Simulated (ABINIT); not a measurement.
# CsSnI3 (Pm-3m): G0W0 with ABINIT, start to end

How does a plane-wave GW calculation on CsSnI3 (Pm-3m) run from the first input to the gap?

Main program and level: ABINIT 10.8.3; PBE and many-body steps on it, plane waves.

Report form: the programs' logs are mostly left out.

## Step 1: The structure

Symmetry: Pm-3m, No. 221, cubic system. Conventional cell: a = 6.286 Å, b = 6.286 Å, c = 6.286 Å, α = 90.00°, β = 90.00°, γ = 90.00°. Nearest to Cs lie 12 I at 4.45 Å. Nearest to Sn lie 6 I at 3.14 Å. Nearest to I lie 2 Sn at 3.14 Å and 4 Cs at 4.45 Å. Farther neighbours and most contacts between anions are not listed.

The cell and positions are those that the Materials Project relaxed with its own functionals (PBE, PBE+U or r2SCAN), kept fixed. Spin-orbit coupling is left out unless a step names it.

## Step 2: Ground state

This step: ABINIT 10.8.3; DFT, PBE, plane waves, norm-conserving pseudopotentials.

The ground-state density comes first.

run.abi

```
acell 3*1.0 Angstrom
rprim 
  6.286228000000 0.000000000000 0.000000000000
  0.000000000000 6.286228000000 0.000000000000
  0.000000000000 0.000000000000 6.286228000000
ntypat 3
znucl 55 50 53
natom 5
typat 1 2 3 3 3
xred 
  0.500000000000 0.500000000000 0.500000000000
  0.000000000000 0.000000000000 0.000000000000
  0.500000000000 0.000000000000 0.000000000000
  0.000000000000 0.000000000000 0.500000000000
  0.000000000000 0.500000000000 0.000000000000
pp_dirpath "pseudos"
pseudos "Cs.upf, Sn.upf, I.upf"
ecut 38
ngkpt 4 4 4
nshiftk 1
shiftk 0 0 0
kptopt 1
chksymbreak 0
nband 59
occopt 1
tolvrs 1e-10
nstep 60
prtwf 0
optforces 0
optstress 0
indata_prefix "in"
outdata_prefix "out"
tmpdata_prefix "tmp"
```

The run is started by

```sh
> OMP_NUM_THREADS=1 mpirun -n 4 abinit run.abi > log
```

Run time: 10 min. Hardware: 4 MPI ranks of Intel Xeon Platinum 8259CL at 2.50GHz (Skylake/Cascade Lake), shared host; peak memory 0.83 GiB; 40 min of CPU time.

This step gave:

```yaml
total_energy: -32194.1175 eV
gap: 0.4814 eV
k_of_the_valence_top: 0.5, 0.5, 0.5
k_of_the_conduction_bottom: 0.5, 0.5, 0.5
least_direct_gap: 0.4814 eV
```

The gap is direct, at (0.500, 0.500, 0.500).

## Step 3: Empty states on the mesh, 2×2×2 mesh, 389 bands

The sums over transitions need many empty states on a uniform mesh; this step solves for them.

run.abi: that of step 2 with these lines changed.

```diff
@@ -18,3 +18,3 @@
 ecut 38
-ngkpt 4 4 4
+ngkpt 2 2 2
 nshiftk 1
@@ -23,9 +23,10 @@
 chksymbreak 0
-nband 59
-occopt 1
-tolvrs 1e-10
+iscf -2
+irdden 1
+istwfk *1
+nband 389
+nbdbuf 34
+tolwfr 1e-09
 nstep 60
-prtwf 0
-optforces 0
-optstress 0
+prtvol 0
 indata_prefix "in"
```

Elapsed: 20 min, on 4 MPI ranks; peak memory 1.1 GiB; 82 min of CPU time.

Numbers from this step:

* gap: 0.4814 eV
* k of the valence top: 0.5, 0.5, 0.5
* k of the conduction bottom: 0.5, 0.5, 0.5
* least direct gap: 0.4814 eV
* k points computed: 4
* lowest point of the top converged band, above the valence top: 58.2155 eV

On this mesh the gap is 0.481 eV.

## Step 4: Screening, 2×2×2 mesh, 355 bands, screening to 130.6 eV

The RPA dielectric matrix is built and inverted for each q.

This step: RPA screening on PBE, plane waves, norm-conserving pseudopotentials.

run.abi: that of step 3 with these lines changed.

```diff
@@ -23,10 +23,11 @@
 chksymbreak 0
-iscf -2
-irdden 1
 istwfk *1
-nband 389
-nbdbuf 34
-tolwfr 1e-09
-nstep 60
-prtvol 0
+occopt 1
+irdwfk 1
+optdriver 3
+nband 355
+ecuteps 4.8
+inclvkb 2
+awtr 1
+symchi 1
 indata_prefix "in"
```

It took 16 min on 4 MPI ranks; peak memory 4.8 GiB.

This step gave:

| Item | Value |
| --- | --- |
| ε∞ with local fields, on this mesh, along the program's q direction | 108.8 |
| the same without local fields | 133.7 |
| plasma frequency | 24.26 eV |
| plane waves in the screening matrix | 847 |

Local fields lower ε∞ by 19 %. The value itself is an artefact of the mesh, where one narrow direct gap carries too much weight.

## Step 5: Self-energy, 2×2×2 mesh, 355 bands, screening to 130.6 eV

The self-energy is evaluated for the states that the input lists, and the levels follow from it, in one-shot runs by the linearised quasiparticle equation.

This step: G0W0 on PBE, plane waves, norm-conserving pseudopotentials.

run.abi: that of step 4 with these lines changed.

```diff
@@ -26,8 +26,17 @@
 irdwfk 1
-optdriver 3
+optdriver 4
 nband 355
+gwcalctyp 0
+ecutsigx 38
+symsigma 1
+nkptgw 2
+kptgw 
+  0.5000000000 0.5000000000 0.5000000000
+  0.0000000000 0.0000000000 0.0000000000
+bdgw 
+  50 56
+  51 56
 ecuteps 4.8
-inclvkb 2
-awtr 1
-symchi 1
+irdscr 1
+ppmodel 1
 indata_prefix "in"
```

Run time: 3.8 min. Hardware: 4 MPI ranks; peak memory 4 GiB.

This step gave:

```yaml
g0w0_gap_on_the_points_computed: 0.9660 eV
starting_gap_on_the_mesh: 0.4814 eV
k_of_the_valence_top: 0.5, 0.5, 0.5
k_of_the_conduction_bottom: 0.5, 0.5, 0.5
z_at_the_valence_top: 0.788
z_at_the_conduction_bottom: 0.793
least_direct_g0w0_gap_on_the_computed_points: 0.9660 eV
```

The gap on the mesh goes from 0.48 eV to 0.97 eV, a correction of +0.48 eV.

Limits: finite bands, cutoff and mesh; no spin-orbit coupling; coarse k mesh. v1 is the top filled band, c1 the lowest empty one. Levels before and after the correction, in eV, zero at the valence-band top of each column:

```
           conduction bottom  valence top
Kohn-Sham               0.48         0.00
     G0W0               0.97         0.00
```

```
                         level  energy (eV)
Kohn-Sham  (0.5 0.5 0.5) v4-v2       -1.536
Kohn-Sham     (0.5 0.5 0.5) v1        0.000
Kohn-Sham  (0.5 0.5 0.5) c1-c3        0.481
     G0W0  (0.5 0.5 0.5) v4-v2       -1.931
     G0W0     (0.5 0.5 0.5) v1        0.000
     G0W0  (0.5 0.5 0.5) c1-c3        0.966
```

## Step 6: Where the time went

Times are wall times on 4 MPI ranks of Intel Xeon Platinum 8259CL at 2.50GHz (Skylake/Cascade Lake), shared host, good to a factor of about two.

```
                    step     time  share  memory (GiB)
            ground state   10 min   20 %          0.83
empty states on the mesh   20 min   41 %           1.1
               screening   16 min   32 %           4.8
             self-energy  3.8 min    7 %           4.0
```

## Step 7: Results

```
PBE gap              : 0.48 eV, direct
G0W0 gap on the mesh : 0.97 eV
GW settings          : 2×2×2 mesh, 355 bands, screening to 130.6 eV, Godby-Needs plasmon pole
known limits         : not at the basis limit; screening runs away on this mesh; no spin-orbit coupling; coarse k mesh
```

What this shows: G0W0 moves the gap on the mesh from 0.48 eV to 0.97 eV (+0.48 eV), with Z of 0.79 and 0.79 at the edges. Local fields lower the RPA ε∞ on this mesh from 133.73 to 108.78; a Γ-centred mesh this coarse tends to raise both, most where the direct gap is narrow, while a short band sum lowers them. Only 2 of the mesh's irreducible points were corrected, so a valley elsewhere could overtake. Bands and cutoff are finite, so the gap is not at the basis limit. The miss can reach some tenths of an eV and take either sign; the mesh is an error of its own. In the G0W0 run levels were corrected at 2 k points alone, so a gap called «on the mesh» is the least over those, and an edge elsewhere would be missed. The 2×2×2 mesh is coarse for this cell, which bears on the long-range parts of exchange and screening. This is the ideal cubic cell; many perovskites, halides above all, are cubic only on average, and local tilts or off-centring can widen the gap. On this mesh the RPA ε∞ passes 90, more than nearly any semiconductor shows; a coarse mesh does this where one point with a narrow direct gap carries much weight. The screening is then too strong, and the G0W0 gap should not be taken as the material's. The many-body steps are scalar-relativistic: spin-orbit coupling is not in them.

[Paths, hosts, dates, memory and timing lines, banners, echoed tables and standing remarks are left out of the program output.]

[Logs are printed without paths, hosts, clocks, repeated set-up lines and the standing remarks that a program may print on its own settings, such as how far it seeks lower states.]

[Runs of the session that timed out or met a known fault of the program may be left out.]

[Hosts, paths, dates, database ids (printed as entryN), source tags and the programs' standing remarks are cut or masked in the printed files.]

[G0W0 gaps are taken among the corrected bands and points alone; a level outside them can change the order at an edge.]

[Where Ansatz stands beside ABINIT at settings called matched, ABINIT's density can come from a denser mesh and the files from another edition; pairs whose starting gaps differed by over 0.03 eV were left out, so agreement reads better than it is.]
